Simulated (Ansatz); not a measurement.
# Lattice dynamics of ThTi2O6 (C2/m), part 2 of 2

Aim: the vibrations of ThTi2O6 (C2/m), their spectra, and whether the structure is stable.

Ansatz 0.2.0; DFT PBEsol, scalar-relativistic, plane waves, PAW.

So far. Step 4 (Tight relaxation): The largest force component left is 0.12 meV/Å. The volume is held at 12.86 Å³/atom, so a pressure of -1.98 GPa remains at this level. Step 5 (Linear response at the zone centre): Before it was imposed, the acoustic sum rule was missed by 1.2e-4 eV/Å² and the charge sum rule by 0.017 e. Small misses are needed for a sound result but don't prove that mesh and cutoff are converged. The lowest optical mode is real, 102 cm⁻¹.

## 6. The dispersion

Stability and thermal properties need the whole zone. Linear response on a 4×4×2 q mesh gives force constants as far as a supercell of that size would, and the tensors from the zone-centre run are typed in so that the long-range dipole term is interpolated apart.

The input, input.yaml:

```yaml
crystal:
  lattice:
    - [4.946711997, -1.9112734928, -0.027989878]
    - [4.946711997, 1.9112734928, -0.027989878]
    - [-3.4537117651, 0.0, 6.1406986876]
  atoms:
    - { symbol: Th, position: [0.0, 0.0, 0.0] }
    - { symbol: Ti, position: [0.8233783638, 0.8233783638, 0.3940775785] }
    - { symbol: Ti, position: [0.1766216362, 0.1766216362, 0.6059224215] }
    - { symbol: O, position: [0.2765938279, 0.2765938279, 0.4033688804] }
    - { symbol: O, position: [0.7234061721, 0.7234061721, 0.5966311196] }
    - { symbol: O, position: [0.9746769984, 0.9746769984, 0.310702264] }
    - { symbol: O, position: [0.0253230016, 0.0253230016, 0.689297736] }
    - { symbol: O, position: [0.6541976731, 0.6541976731, 0.1090511321] }
    - { symbol: O, position: [0.3458023269, 0.3458023269, 0.8909488679] }
kpoints:
  mp_grid: { grid: [8, 8, 4] }
hamiltonian:
  xc: pbesol
scf:
  occupations: { method: fixed }
output:
  eigenvalues: true
phonons:
  method: dfpt
  qmesh: [4, 4, 2]
  temperatures: { t_max: 400, t_step: 50 }
  qpath:
    path:
      - [[0.0, 0.0, -0.5], [0.0, 0.0, 0.0], [0.5, 0.0, 0.0]]
      - [[0.5, 0.0, -0.5], [0.0, 0.0, 0.0], [-0.5, -0.5, 0.5]]
      - [[-0.5, -0.5, 0.0], [0.0, 0.0, 0.0], [0.0, -0.5, 0.5]]
    npoints: 10
  non_analytic_term:
    high_frequency_dielectric_tensor: [[5.5515, 0.0, 0.288], [0.0, 5.6879, 0.0], [0.288, 0.0, 5.3629]]
    born_effective_charges:
      - { species: Th, tensor: [[4.9965, 0.0, -0.7752], [0.0, 6.0201, 0.0], [0.2831, 0.0, 6.4942]] }
      - { species: Ti, tensor: [[5.8901, 0.0, 0.9817], [0.0, 5.8229, 0.0], [0.3425, 0.0, 4.8532]] }
      - { species: Ti, tensor: [[5.8901, 0.0, 0.9817], [0.0, 5.8229, 0.0], [0.3425, 0.0, 4.8532]] }
      - { species: O, tensor: [[-2.0538, 0.0, 0.2131], [0.0, -4.752, 0.0], [0.4321, 0.0, -1.6832]] }
      - { species: O, tensor: [[-2.0538, 0.0, 0.2131], [0.0, -4.752, 0.0], [0.4321, 0.0, -1.6832]] }
      - { species: O, tensor: [[-4.2616, 0.0, 0.6186], [0.0, -0.9527, 0.0], [0.5308, 0.0, -3.177]] }
      - { species: O, tensor: [[-4.2616, 0.0, 0.6186], [0.0, -0.9527, 0.0], [0.5308, 0.0, -3.177]] }
      - { species: O, tensor: [[-2.0729, 0.0, -1.4258], [0.0, -3.1282, 0.0], [-1.447, 0.0, -3.24]] }
      - { species: O, tensor: [[-2.0729, 0.0, -1.4258], [0.0, -3.1282, 0.0], [-1.447, 0.0, -3.24]] }
    source: "zone-centre run at this cell"
```

Command:

```bash
ansatz run input.yaml --threads 16 --pin off --max-ram 61440MiB --backend cuda --events-out ev --progress --plain --runs-dir out
```

Wall time 23 s (1 × NVIDIA GB200 with 16 threads of Arm Neoverse V2, shared host); peak memory 4 GiB; 63 s of CPU time.

This step gave:

```
sum-rule residual before enforcement                    : 4.74e-5 eV/Å²
lowest frequency on the path                            : 0 cm⁻¹
highest frequency on the path or at a solved wavevector : 787.3 cm⁻¹
mean frequency                                          : 350 cm⁻¹
Debye temperature (second moment)                       : 743 K
logarithmic mean frequency                              : 286.5 cm⁻¹
lowest mode on the q mesh (acoustic modes at Γ apart)   : 27.02 cm⁻¹
zero-point energy per atom                              : 65.08 meV
heat capacity at 300 K                                  : 19.30 J/(mol atoms K)
vibrational entropy at 300 K                            : 20.29 J/(mol atoms K)
```

Frequencies (cm⁻¹) solved at each irreducible wavevector; negative means imaginary. Frequencies by wavevector, by row:

| q in reciprocal lattice units | star | mode 1 | mode 2 | mode 3 | mode 4 | mode 25 | mode 26 | mode 27 |
| --- | --- | --- | --- | --- | --- | --- | --- | --- |
| 0 0 0 | 1 | 0 | 0 | 0 | 101.8 | 591.2 | 646.1 | 741.6 |
| 0 0 -0.5 | 1 | 69.7 | 79.5 | 91.5 | 98.4 | 606.1 | 729.4 | 765 |
| 0 0.25 0 | 4 | 53.2 | 60.9 | 102.5 | 139.6 | 693.2 | 701.2 | 752.4 |
| 0 0.25 -0.5 | 4 | 54.8 | 87.5 | 96.5 | 136.1 | 658.2 | 730.6 | 752.4 |
| 0 -0.5 0 | 2 | 27.8 | 76.2 | 129.4 | 157.8 | 676.7 | 732.9 | 739.5 |
| 0 -0.5 -0.5 | 2 | 27 | 95 | 130.1 | 151 | 635.8 | 739.7 | 742.5 |
| 0.25 0.25 0 | 2 | 44.5 | 59.9 | 72.2 | 90.5 | 666.5 | 736.6 | 758.8 |
| 0.25 0.25 -0.5 | 2 | 47.5 | 60.8 | 89.8 | 99.6 | 636.1 | 718.4 | 776.1 |
| 0.25 -0.5 0 | 4 | 44.5 | 74.9 | 102.1 | 142.5 | 714.1 | 723.9 | 743 |
| 0.25 -0.5 -0.5 | 4 | 43.3 | 94.7 | 107.8 | 133.6 | 662.6 | 719.1 | 762.6 |
| 0.25 -0.25 0 | 2 | 29.7 | 77.5 | 142.7 | 160.2 | 678.6 | 729.2 | 743.3 |
| 0.25 -0.25 -0.5 | 2 | 30.7 | 96.4 | 127.6 | 160.1 | 636.8 | 739.2 | 741.4 |
| -0.5 -0.5 0 | 1 | 50.9 | 82.2 | 85.5 | 89.5 | 682.8 | 732.4 | 757.3 |
| -0.5 -0.5 -0.5 | 1 | 52.9 | 54 | 86.6 | 89.4 | 669.8 | 684.8 | 779.5 |

Interpolated from a 4×4×2 q mesh, with the LO-TO term (at Γ the limit along the path; where Γ stands inside the path, tables give the limit on arrival). Phonon branches along the path, in cm⁻¹:

| point | branch 1 | branch 2 | branch 3 | branch 4 | branch 24 | branch 25 | branch 26 | branch 27 |
| --- | --- | --- | --- | --- | --- | --- | --- | --- |
| X | 70 | 80 | 92 | 98 | 578 | 606 | 729 | 765 |
| halfway | 44 | 51 | 79 | 100 | 588 | 604 | 733 | 763 |
| Γ | 0 | 0 | 0 | 102 | 591 | 602 | 742 | 754 |
| halfway | 53 | 61 | 102 | 140 | 578 | 693 | 701 | 752 |
| Y | 28 | 76 | 129 | 158 | 545 | 677 | 733 | 740 |
| jump to L | 27 | 95 | 130 | 151 | 604 | 636 | 740 | 742 |
| halfway | 49 | 76 | 113 | 128 | 595 | 663 | 721 | 754 |
| Γ | 0 | 0 | 0 | 102 | 591 | 620 | 739 | 742 |
| halfway | 37 | 54 | 70 | 94 | 579 | 638 | 721 | 781 |
| Z | 53 | 54 | 87 | 89 | 579 | 670 | 685 | 780 |
| jump to N | 51 | 82 | 86 | 90 | 578 | 683 | 732 | 757 |
| halfway | 44 | 60 | 72 | 90 | 579 | 666 | 737 | 759 |
| Γ | 0 | 0 | 0 | 102 | 591 | 643 | 742 | 758 |
| halfway | 49 | 76 | 113 | 128 | 595 | 663 | 721 | 754 |
| M | 27 | 95 | 130 | 151 | 604 | 636 | 740 | 742 |

Tetrahedra on a 20×20×10 mesh, mean over bins of 10 cm-1. Interpolated from a 4×4×2 q mesh. Table of phonon density of states by wavenumber; read off at these points:

| wavenumber (cm⁻¹) | phonon density of states (1/cm⁻¹/cell) |
| --- | --- |
| 5 | 6.0e-5 |
| 25 | 0.0117 |
| 45 | 0.0375 |
| 65 | 0.0217 |
| 85 | 0.0401 |
| 115 | 0.0343 |
| 135 | 0.0399 |
| 155 | 0.0622 |
| 165 | 0.0662 |
| 175 | 0.0590 |
| 195 | 0.0411 |
| 215 | 0.0401 |
| 235 | 0.0406 |
| 255 | 0.0682 |
| 275 | 0.0365 |
| 285 | 0.0581 |
| 305 | 0.0486 |
| 315 | 0.0699 |
| 325 | 0.0621 |
| 345 | 0.0338 |
| 365 | 0.0333 |
| 385 | 0.0398 |
| 405 | 0.0512 |
| 425 | 0.0461 |
| 445 | 0.028 |
| 465 | 0.0367 |
| 475 | 0.0776 |
| 485 | 0.0385 |
| 515 | 0.0371 |
| 535 | 0.0352 |
| 555 | 0.0137 |
| 575 | 0.0287 |
| 595 | 0.0223 |
| 615 | 0.00145 |
| 635 | 0.00415 |
| 655 | 0.0176 |
| 675 | 0.0204 |
| 705 | 0.00932 |
| 725 | 0.0400 |
| 745 | 0.0382 |
| 765 | 0.0160 |
| 785 | 3.8e-4 |

The partial phonon density of states has structure finer than the step of the table below, so its rows give means over 25 cm⁻¹, whole bins alone (the curve runs from -10 to 818 cm⁻¹). Peaks (cm⁻¹: height): O 161.9: 0.0443, 260.9: 0.0532, 313.0: 0.0431, 396.3: 0.0362, 474.5: 0.0562, 505.7: 0.0420, 729.7: 0.038; Th 47.3: 0.0290, 89.0: 0.0319, 125.4: 0.0143; Ti 125.4: 0.0145, 182.8: 0.0223, 208.8: 0.0208, 323.4: 0.0230, 755.8: 0.00418.

Phonopy on the run's constants, 17x17x9 mesh, Gaussian sigma 5.9 cm-1. Interpolated from a 4×4×2 q mesh. Table of partial phonon density of states by wavenumber; means over each step; values in 1/cm⁻¹/cell:

| wavenumber (cm⁻¹) | O | Th | Ti |
| --- | --- | --- | --- |
| 25 | 0.00179 | 0.0109 | 7.1e-4 |
| 50 | 0.00407 | 0.0247 | 0.00266 |
| 75 | 0.00435 | 0.0246 | 0.00528 |
| 100 | 0.00714 | 0.0206 | 0.0101 |
| 125 | 0.0132 | 0.0125 | 0.0136 |
| 150 | 0.0299 | 0.00765 | 0.0117 |
| 175 | 0.0360 | 0.00525 | 0.0193 |
| 200 | 0.0236 | 0.00265 | 0.0191 |
| 225 | 0.0207 | 0.00156 | 0.0140 |
| 250 | 0.0413 | 0.00133 | 0.0128 |
| 275 | 0.0407 | 0.00142 | 0.0101 |
| 300 | 0.0360 | 0.00169 | 0.0129 |
| 325 | 0.0367 | 0.00170 | 0.0213 |
| 350 | 0.0257 | 7.0e-4 | 0.0128 |
| 375 | 0.0271 | 4.2e-4 | 0.0120 |
| 400 | 0.0342 | 3.2e-4 | 0.0121 |
| 425 | 0.0305 | 3.2e-4 | 0.00987 |
| 450 | 0.0258 | 2.3e-4 | 0.00666 |
| 475 | 0.0457 | 2.8e-4 | 0.00690 |
| 500 | 0.0390 | 1.3e-4 | 0.00461 |
| 525 | 0.0317 | 9.1e-5 | 0.00398 |
| 550 | 0.0211 | 1.3e-4 | 0.00315 |
| 575 | 0.0222 | 6.0e-5 | 0.00242 |
| 600 | 0.0125 | 1.7e-5 | 0.00167 |
| 625 | 0.00280 | 9.9e-6 | 2.6e-4 |
| 650 | 0.0122 | 6.3e-5 | 1.0e-3 |
| 675 | 0.0160 | 7.2e-5 | 0.00114 |
| 700 | 0.0103 | 3.9e-5 | 7.0e-4 |
| 725 | 0.0297 | 1.1e-4 | 0.00214 |
| 750 | 0.0308 | 1.2e-4 | 0.00346 |
| 775 | 0.00709 | 3.3e-5 | 0.00155 |
| 800 | 1.2e-4 | 0 | 3.2e-5 |

Harmonic thermodynamic functions per atom, from the density of states. Interpolated from a 4×4×2 q mesh. Thermodynamic functions, by row:

| T (K) | F_vib (meV/atom) | S (J/mol-atom/K) | C_V (J/mol-atom/K) |
| --- | --- | --- | --- |
| 0 | 65.08 | 0 | 0 |
| 50 | 64.79 | 1.718 | 3.048 |
| 100 | 63.01 | 5.292 | 7.825 |
| 200 | 53.38 | 13.24 | 15.31 |
| 300 | 35.9 | 20.29 | 19.3 |
| 400 | 11.73 | 26.16 | 21.36 |

Harmonic mean-square displacement, third of the trace. Interpolated from a 4×4×2 q mesh. Mean square displacements, by row:

| T (K) | Th1 U_eq (Å²) | Ti2 U_eq (Å²) | Ti3 U_eq (Å²) | O4 U_eq (Å²) | O5 U_eq (Å²) | O6 U_eq (Å²) | O7 U_eq (Å²) | O8 U_eq (Å²) | O9 U_eq (Å²) |
| --- | --- | --- | --- | --- | --- | --- | --- | --- | --- |
| 0 | 9.90e-4 | 0.0016 | 0.0016 | 0.00343 | 0.00343 | 0.0037 | 0.0037 | 0.00333 | 0.00333 |
| 100 | 0.00274 | 0.00227 | 0.00227 | 0.00448 | 0.00448 | 0.00457 | 0.00457 | 0.0044 | 0.0044 |
| 300 | 0.00779 | 0.00507 | 0.00507 | 0.00891 | 0.00891 | 0.00913 | 0.00913 | 0.00877 | 0.00877 |
| 600 | 0.01549 | 0.00974 | 0.00974 | 0.01667 | 0.01667 | 0.01711 | 0.01711 | 0.01637 | 0.01637 |

Symmetry leaves 14 wavevectors to solve. The lowest mode among them, the acoustic zeros apart, lies at q = (0, -0.5, -0.5) and is real, 27.0 cm⁻¹.

## 7. Outcome

* space group after relaxation (within 0.01 Å): C2/m
* volume per atom: 12.9 Å³
* gap on the k-mesh: 3.00 eV
* highest optical mode at the zone centre (no LO-TO term): 742 cm⁻¹
* top of the zone-centre spectrum with the field: 782 cm⁻¹
* lowest optical zone-centre mode: 102 cm⁻¹
* mean high-frequency dielectric constant: 5.53
* mean static dielectric constant: 34.1
* largest Born charge (third of the trace): 5.84 e
* lowest mode on the q mesh (acoustic modes at Γ apart): 27.0 cm⁻¹
* highest frequency on the path or at a solved wavevector: 787 cm⁻¹
* zero-point energy per atom: 65.1 meV
* heat capacity at 300 K: 19.3 J/(mol atoms K)
* vibrational entropy at 300 K: 20.3 J/(mol atoms K)
* Debye temperature (second moment): 743 K
* imaginary modes on the 4×4×2 q mesh: none

The structure is a minimum as far as tested: no mode is imaginary at the 14 irreducible wavevectors of the 4×4×2 mesh, and the softest away from the acoustic zeros lies at 27 cm⁻¹. Without the field, the optical modes at Γ span 102 to 742 cm⁻¹. The highest mode in this list at Γ, 741.6 cm⁻¹, is mostly motion of O (95 % of the kinetic energy). With the macroscopic field of the longitudinal modes the top of the zone-centre spectrum lies at 782 cm⁻¹, against 742 cm⁻¹ without it. Lattice motion raises the mean dielectric constant from 5.534 to 34.07. The strongest infrared line is at 305 cm⁻¹. The volume was held at that of the database entry and not relaxed, so the modes belong to a cell under -1.98 GPa at this level. The program warns that the interpolation holds no quadrupole term, so branches close to Γ can be off in this crystal. Spin-orbit coupling is left out, which can matter for the heavy elements here. These are harmonic frequencies at zero temperature: anharmonic shifts, linewidths and thermal expansion are left out.

Comparison with the measured values:

```
                                    quantity  measured   PBEsol, PAW
Raman mode, Ag symmetric stretch of … (cm⁻¹)       765  742 (-3.1 %)
```

Measured values from pmc:10406819 (2023).

Verdict: The Raman mode is off by -3.1 %: fair agreement. The grades are ours: good and fair within 3 and 7 % for the Raman mode. Zero-point motion and thermal expansion are not in the computed Raman mode.

[Logs are printed without paths, hosts, clocks, repeated set-up lines and the standing remarks that a program may print on its own settings, such as how far it seeks lower states.]

[Hosts, paths, dates, database ids (printed as entryN), source tags and the programs' standing remarks are cut or masked in the printed files.]
